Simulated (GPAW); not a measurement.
**K3RbCl4 (ordered alloy, started on the rocksalt lattice) (Pm-3m): G0W0 on several meshes in GPAW**

Wanted: mesh dependence and cost of G0W0 for K3RbCl4 (ordered alloy, started on the rocksalt lattice) (Pm-3m).

Calculated with GPAW 26.7.0; LDA and many-body steps on it, plane waves.

The structure was built from a prototype and need not be the compound's stable phase.

**1. Starting point**

The structure is cubic, space group Pm-3m (No. 221). The conventional cell has a = 6.167 Å, b = 6.167 Å, c = 6.167 Å, α = 90.00°, β = 90.00°, γ = 90.00°. Nearest to K lie 6 Cl at 3.08 Å. Nearest to Cl lie 2 Rb at 3.08 Å and 4 K at 3.08 Å. Nearest to Rb lie 6 Cl at 3.08 Å. Nearest to Cl lie 6 K at 3.08 Å. Farther neighbours and most contacts between anions are not listed.

Coordinates:

```xyz
8
Lattice="6.1673 0.0000 0.0000 0.0000 6.1673 0.0000 0.0000 0.0000 6.1673" Properties=species:S:1:pos:R:3 pbc="T T T"
K     3.0836    0.0000    0.0000
Cl    0.0000    3.0836    3.0836
K     0.0000    3.0836    0.0000
Cl    3.0836    0.0000    3.0836
K     0.0000    0.0000    3.0836
Cl    3.0836    3.0836    0.0000
Rb    3.0836    3.0836    3.0836
Cl    0.0000    0.0000    0.0000
```

The structure was relaxed with LDA. The structure type comes from a generator and need not be one that this composition takes. The runs that relaxed it are not among those shown.

**2. Empty states on the mesh, 2×2×2 mesh, 391 bands**

This step: GPAW 26.7.0; DFT, LDA, plane waves, PAW.

The sums over transitions need many empty states on a uniform mesh; this step solves for them.

run.py reads:

```python
import json
import numpy as np
from gpaw.mpi import world
from gpaw import GPAW

calc = GPAW('gs.gpw').fixed_density(kpts={'size': (2, 2, 2), 'gamma': True},
    parallel={'domain': 1, 'band': 1},
    txt='nscf.txt')
calc.diagonalize_full_hamiltonian(nbands=391)
calc.write('full.gpw', mode='all')
res = {}
kpts = calc.get_ibz_k_points()
res['kpts'] = kpts
res['eigenvalues'] = [calc.get_eigenvalues(kpt=k) for k in range(len(kpts))]
res['n_electrons'] = calc.get_number_of_electrons()

if world.rank == 0:
    with open('result.json', 'w') as f:
        json.dump(res, f, default=lambda x: x.tolist())
```

Run with:

```console
$ mpirun -n 4 gpaw python run.py
```

Numbers of over 12 decimals in the logs are rounded to 6 here.

The log of the run:

```text
Diagonalizing LCAO Hamiltonian
Converting LCAO to pw mode
convergence criteria:
- Maximum integral of absolute [eigenst]ate change: 4e-08 eV^2 / valence electron
maximum number of iterations: 100

SCF iterations
|iter     |     time |      energy | eigst |  dens |
|iter:   1|  |             | +1.63 |       |
|iter:   2|  |             | +0.61 |       |
|iter:   3|  |             | +0.31 |       |
[...]
|iter:  35|  |             | -7.16 |       |
|iter:  36|  |             | -7.30 |       |
|iter:  37|  |             | -7.56c|       |
SCF steps: 37
  __  _  _
 | _ |_)|_||  |
 |__||  | ||/\| - 26.7.0

Input parameters:
  mode=PW(ecut=450.000000),
  convergence={'density': 1e-06, 'bands': -3},
  gpts=array([32, 32, 32]),
  kpts=MonkhorstPack(size=(2, 2, 2), gamma=True),
  maxiter=100,
  nbands=42,
  occupations=Occupations(name='fermi-dirac', width=0.001, fixmagmom=False),
  parallel={'domain': 1, 'band': 1},
  xc=XC(name='LDA')
Matrix size: 5041x5041
# Writing to full.gpw (mode='all')
  [... matrices ...]

timing:  # [seconds]
  Total: 106.539  # ━━━━━━━━━━━━━━━━━━━━━━━━━━━━━━━━━━━━━━━━━━━━━━━━━━━━━━━━━
```

The job ended after 2 min (4 MPI ranks of Arm Neoverse V1, shared host; peak memory 7.2 GiB; 8 min of CPU time).

Numbers from this step:

| Quantity | Value |
| --- | --- |
| gap | 4.956 eV |
| k of the valence top | 0, 0, 0 |
| k of the conduction bottom | 0, 0, 0 |
| least direct gap | 4.956 eV |
| k points computed | 4 |
| lowest point of the top converged band, above the valence top | 73.0766 eV |

On this mesh the gap is 4.956 eV.

**3. 2×2×2**

G0W0 replaces the xc potential by the self-energy, built once from these orbitals. Only a window of levels is corrected, while the sums run over the empty bands that the input names.

This step: G0W0 on LDA, plane waves, PAW.

run.py reads:

```python
import json
import numpy as np
from gpaw.mpi import world
from gpaw.response.g0w0 import G0W0

gw = G0W0('full.gpw',
    filename='gw',
    kpts=[0],
    bands=(30, 34),
    ecut=24,
    nbands=62,
    integrate_gamma='WS',
    ppa=True)
gw.calculate()
res = {mode: {k: v for k, v in r.items() if k != 'sigma_eskwn'}
       for mode, r in gw.all_results.items()}

if world.rank == 0:
    with open('result.json', 'w') as f:
        json.dump(res, f, default=lambda x: x.tolist())
```

Run with:

```console
$ mpirun -n 4 gpaw python run.py
```

The log of the run:

```text
Using integrator: PointIntegrator
FrequencyGridDescriptor(from 0.000+0.000j to 0.000+27.211j eV, 2 points)
Nonperiodic BCs:  [False False False]
Using integrator: PointIntegrator
FrequencyGridDescriptor(from 0.000+0.000j to 0.000+27.211j eV, 2 points)
Nonperiodic BCs:  [False False False]
  ___  _ _ _
 |   || | | |
 | | || | | |
 |__ ||_____|
 |___|

BZ k-points: Symmetries present (total): 48

  [... matrices ...]
8 k-points: 2 x 2 x 2 Monkhorst-Pack grid + [1/4,1/4,1/4]
4 k-points in the irreducible part of the Brillouin zone
       k-points in crystal coordinates                weights
   0:     0.00000000    0.00000000    0.00000000          1/8
   1:     0.50000000    0.00000000    0.00000000          3/8
   2:     0.50000000    0.50000000    0.00000000          3/8
   3:     0.50000000    0.50000000    0.50000000          1/8

Distributing spins, k-points and bands (1 x 1 x 4) over 4 processes
Number of blocks: 1

Quasi particle states:
k-points (IBZ indices): [0]
Band range: (30, 34)
  [... matrices ...]
Computational parameters:
Plane wave cut-off: 24 eV
Number of bands: 62
Coulomb cutoff: None
Broadening: 0.1 eV

fxc modes: GW
Kernel: RPA
Using Godby-Needs plasmon-pole approximation:
  Fitting energy: i*E0, E0 = 1.000 Hartree
Summing all q:

Calculating screened Coulomb potential
No Coulomb truncation
FrequencyGridDescriptor(from 0.000+0.000j to 0.000+27.211j eV, 2 points)
Removing empty qpoint cache files...

Calculating chi0 body with:
    Ground state adapter containing:
    Number of spins: 1
    Number of kpoints: 8
    Number of irreducible kpoints: 4
    Number of completely occupied states: 32
    Number of partially occupied states: 32
    Occupied states memory: 16.0 M / cpu

    Linear response parametrization:
    q_c: [0.0, 0.0, 0.0]
    Number of frequency points: 2
    Planewave cutoff: 24.0
    Number of bands: 62
    Number of planewaves: 81
    Broadening (eta): 1e-06
    comm.size: 4
    kncomm.size: 4
    blockcomm.size: 1

    Memory estimate of potentially large arrays:
        chi0_wGG: 0.200226 M / cpu
Integrating chi0 body.

Symmetries of q_c:
    Direct symmetries (Uq -> q): 48
    Indirect symmetries (TUq -> q): 0
In total 48 allowed symmetries.

  [... matrices ...]
4 groups of equivalent kpoints. 50.0% reduction.

Integral kind: response function
Integrating chi0 head and wings.

Symmetries of q_c:
    Direct symmetries (Uq -> q): 48
    Indirect symmetries (TUq -> q): 0
In total 48 allowed symmetries.

  [... matrices ...]
4 groups of equivalent kpoints. 50.0% reduction.

Integral kind: response function wings

Calculating chi0 body with:
    Ground state adapter containing:
    Number of spins: 1
    Number of kpoints: 8
    Number of irreducible kpoints: 4
    Number of completely occupied states: 32
    Number of partially occupied states: 32
    Occupied states memory: 16.0 M / cpu

    Linear response parametrization:
    q_c: [0.5, 0.0, 0.0]
[... the further q-points ...]

Results:
f:      Occupation numbers
eps:     KS-eigenvalues [eV]
vxc:     KS vxc [eV]
exx:     Exact exchange [eV]
sigma:   Self-energies [eV]
dsigma:  Self-energy derivatives
Z:       Renormalization factors
qp:      QP-energies [eV]

k-point 0 (0): (0.000, 0.000, 0.000)                GW
band       f     eps     vxc     exx   sigma  dsigma       Z      qp
                                                                   GW
  30   1.000   0.043 -16.806 -21.082   2.928  -0.205   0.830  -1.075
  31   1.000   0.043 -16.806 -21.082   2.928  -0.205   0.830  -1.075
  32   0.000   4.999  -9.123  -4.669  -2.111  -0.131   0.884   7.070
  33   0.000   5.970  -8.190  -3.549  -1.952  -0.126   0.888   8.359
```

Wall time 8.2 s (4 MPI ranks); peak memory 1.6 GiB.

Numbers from this step:

```yaml
g0w0_gap_on_the_points_computed: 8.145 eV
least_direct_g0w0_gap_on_the_computed_points: 8.145 eV
z_at_the_valence_top: 0.8300
z_at_the_conduction_bottom: 0.8839
starting_gap_on_the_mesh: 4.956 eV
k_of_the_valence_top: 0, 0, 0
k_of_the_conduction_bottom: 0, 0, 0
```

The gap on the mesh goes from 4.96 eV to 8.14 eV, a correction of +3.19 eV.

**4. Empty states on the mesh, 4×4×4 mesh, 72 bands**

This step: DFT, LDA, plane waves, PAW.

run.py reads:

```python
import json
import numpy as np
from gpaw.mpi import world
from gpaw import GPAW

calc = GPAW('gs.gpw').fixed_density(kpts={'size': (4, 4, 4), 'gamma': True},
    nbands=84,
    convergence={'bands': 72},
    txt='nscf.txt')
calc.write('full.gpw', mode='all')
res = {}
kpts = calc.get_ibz_k_points()
res['kpts'] = kpts
res['eigenvalues'] = [calc.get_eigenvalues(kpt=k) for k in range(len(kpts))]
res['n_electrons'] = calc.get_number_of_electrons()

if world.rank == 0:
    with open('result.json', 'w') as f:
        json.dump(res, f, default=lambda x: x.tolist())
```

Run with:

```console
$ mpirun -n 4 gpaw python run.py
```

The log of the run:

```text
Diagonalizing LCAO Hamiltonian
Converting LCAO to pw mode
convergence criteria:
- Maximum integral of absolute [eigenst]ate change: 4e-08 eV^2 / valence electron
maximum number of iterations: 100

SCF iterations
|iter     |     time |      energy | eigst |  dens |
|iter:   1|  |             | +3.13 |       |
|iter:   2|  |             | +1.91 |       |
|iter:   3|  |             | +1.07 |       |
[...]
|iter:  14|  |             | -6.57 |       |
|iter:  15|  |             | -7.19 |       |
|iter:  16|  |             | -7.53c|       |
SCF steps: 16
  __  _  _
 | _ |_)|_||  |
 |__||  | ||/\| - 26.7.0

Input parameters:
  mode=PW(ecut=450.000000),
  convergence={'bands': 72},
  gpts=array([32, 32, 32]),
  kpts=MonkhorstPack(size=(4, 4, 4), gamma=True),
  maxiter=100,
  nbands=84,
  occupations=Occupations(name='fermi-dirac', width=0.001, fixmagmom=False),
  parallel={},
  xc=XC(name='LDA')
# Writing to full.gpw (mode='all')
  [... matrices ...]

timing:  # [seconds]
  Total: 0.071  # ━━━━━━━━━━━━━━━━━━━━━━━━━━━━━━━━━━━━━━━━━━━━━━━━━━━━━━━━━━━
```

Run time: 31 s. Hardware: 4 MPI ranks; peak memory 0.84 GiB; 2 min of CPU time.

Numbers from this step:

* gap: 4.956 eV
* k of the valence top: 0, 0, 0
* k of the conduction bottom: 0, 0, 0
* least direct gap: 4.956 eV
* k points computed: 10
* lowest point of the top converged band, above the valence top: 14.70 eV

On this mesh the gap is 4.956 eV.

**5. 4×4×4**

This step: G0W0 on LDA, plane waves, PAW.

run.py reads:

```python
import json
import numpy as np
from gpaw.mpi import world
from gpaw.response.g0w0 import G0W0

gw = G0W0('full.gpw',
    filename='gw',
    kpts=[0],
    bands=(30, 34),
    ecut=24,
    nbands=62,
    integrate_gamma='WS',
    ppa=True)
gw.calculate()
res = {mode: {k: v for k, v in r.items() if k != 'sigma_eskwn'}
       for mode, r in gw.all_results.items()}

if world.rank == 0:
    with open('result.json', 'w') as f:
        json.dump(res, f, default=lambda x: x.tolist())
```

Run with:

```console
$ mpirun -n 4 gpaw python run.py
```

The log of the run:

```text
Using integrator: PointIntegrator
FrequencyGridDescriptor(from 0.000+0.000j to 0.000+27.211j eV, 2 points)
Nonperiodic BCs:  [False False False]
Using integrator: PointIntegrator
FrequencyGridDescriptor(from 0.000+0.000j to 0.000+27.211j eV, 2 points)
Nonperiodic BCs:  [False False False]
  ___  _ _ _
 |   || | | |
 | | || | | |
 |__ ||_____|
 |___|

BZ k-points: Symmetries present (total): 48

  [... matrices ...]
64 k-points: 4 x 4 x 4 Monkhorst-Pack grid + [1/8,1/8,1/8]
10 k-points in the irreducible part of the Brillouin zone
       k-points in crystal coordinates                weights
   0:     0.00000000    0.00000000    0.00000000          1/64
   1:     0.25000000    0.00000000    0.00000000          6/64
   2:     0.25000000    0.25000000    0.00000000         12/64
[...]
8:     0.50000000    0.50000000    0.25000000          6/64
   9:     0.50000000    0.50000000    0.50000000          1/64

Distributing spins, k-points and bands (1 x 1 x 4) over 4 processes
Number of blocks: 1

Quasi particle states:
k-points (IBZ indices): [0]
Band range: (30, 34)
  [... matrices ...]
Computational parameters:
Plane wave cut-off: 24 eV
Number of bands: 62
Coulomb cutoff: None
Broadening: 0.1 eV

fxc modes: GW
Kernel: RPA
Using Godby-Needs plasmon-pole approximation:
  Fitting energy: i*E0, E0 = 1.000 Hartree
Summing all q:

Calculating screened Coulomb potential
No Coulomb truncation
FrequencyGridDescriptor(from 0.000+0.000j to 0.000+27.211j eV, 2 points)
Removing empty qpoint cache files...

Calculating chi0 body with:
    Ground state adapter containing:
    Number of spins: 1
    Number of kpoints: 64
    Number of irreducible kpoints: 10
    Number of completely occupied states: 32
    Number of partially occupied states: 32
    Occupied states memory: 16.0 M / cpu

    Linear response parametrization:
    q_c: [0.0, 0.0, 0.0]
    Number of frequency points: 2
    Planewave cutoff: 24.0
    Number of bands: 62
    Number of planewaves: 81
    Broadening (eta): 1e-06
    comm.size: 4
    kncomm.size: 4
    blockcomm.size: 1

    Memory estimate of potentially large arrays:
        chi0_wGG: 0.200226 M / cpu
Integrating chi0 body.

Symmetries of q_c:
    Direct symmetries (Uq -> q): 48
    Indirect symmetries (TUq -> q): 0
In total 48 allowed symmetries.

  [... matrices ...]
10 groups of equivalent kpoints. 84.375% reduction.

Integral kind: response function
Integrating chi0 head and wings.

Symmetries of q_c:
    Direct symmetries (Uq -> q): 48
    Indirect symmetries (TUq -> q): 0
In total 48 allowed symmetries.

  [... matrices ...]
10 groups of equivalent kpoints. 84.375% reduction.

Integral kind: response function wings

Calculating chi0 body with:
    Ground state adapter containing:
    Number of spins: 1
    Number of kpoints: 64
    Number of irreducible kpoints: 10
    Number of completely occupied states: 32
    Number of partially occupied states: 32
    Occupied states memory: 16.0 M / cpu

    Linear response parametrization:
[... the further q-points ...]

Results:
f:      Occupation numbers
eps:     KS-eigenvalues [eV]
vxc:     KS vxc [eV]
exx:     Exact exchange [eV]
sigma:   Self-energies [eV]
dsigma:  Self-energy derivatives
Z:       Renormalization factors
qp:      QP-energies [eV]

k-point 0 (0): (0.000, 0.000, 0.000)                GW
band       f     eps     vxc     exx   sigma  dsigma       Z      qp
                                                                   GW
  30   1.000   0.043 -16.806 -21.037   2.923  -0.202   0.832  -1.045
  31   1.000   0.043 -16.806 -21.037   2.923  -0.202   0.832  -1.044
  32   0.000   4.999  -9.123  -4.720  -2.058  -0.129   0.886   7.076
  33   0.000   5.970  -8.190  -3.556  -1.924  -0.124   0.889   8.380
```

Wall time 37 s (4 MPI ranks); peak memory 2.5 GiB; 2.4 min of CPU time.

Numbers from this step:

* G0W0 gap on the points computed: 8.120 eV
* least direct G0W0 gap on the computed points: 8.120 eV
* Z at the valence top: 0.8318
* Z at the conduction bottom: 0.8860
* starting gap on the mesh: 4.956 eV
* k of the valence top: 0, 0, 0
* k of the conduction bottom: 0, 0, 0

Against G0W0 in GPAW (2×2×2 mesh, 62 bands, screening to 24 eV, Godby-Needs plasmon pole), the gap moves by −0.025 eV.

**6. Side by side**

Times are wall times on 4 MPI ranks of Arm Neoverse V1, shared host, good to a factor of about two.

| run | mesh | bands | screening cutoff (eV) | DFT gap (eV) | gap on the mesh (eV) | direct (eV) | time |
| --- | --- | --- | --- | --- | --- | --- | --- |
| 2×2×2 | 2×2×2 | 62 | 24 | 4.956 | 8.145 | 8.145 | 8.2 s |
| 4×4×4 | 4×4×4 | 62 | 24 | 4.956 | 8.120 | 8.120 | 37 s |

**7. What came out**

```
2×2×2        : 8.145 eV
4×4×4        : 8.120 eV
known limits : not at the basis limit; no spin-orbit coupling; coarse k mesh
```

In words: 4×4×4: −0.025 eV against 2×2×2. Bands and cutoff are finite, so the gap is not at the basis limit. The miss can reach some tenths of an eV and take either sign; the mesh is an error of its own. These stock PAW sets were not made for GW. In the G0W0 runs levels were corrected at 1 k point alone, so a gap called «on the mesh» is the least over those, and an edge elsewhere would be missed. The 2×2×2 mesh is coarse for this cell, which bears on the long-range parts of exchange and screening. Mesh or cutoff lie under what a gap needs, so these runs test behaviour and cost; their gaps are not to be quoted. The many-body steps are scalar-relativistic: spin-orbit coupling is not in them.

[Paths, hosts, dates, memory and timing lines, banners, echoed tables and standing remarks are left out of the program output.]

[Logs are printed without paths, hosts, clocks, repeated set-up lines and the standing remarks that a program may print on its own settings, such as how far it seeks lower states.]

[Runs of the session that timed out or met a known fault of the program may be left out.]

[Hosts, paths, dates, database ids (printed as entryN), source tags and the programs' standing remarks are cut or masked in the printed files.]
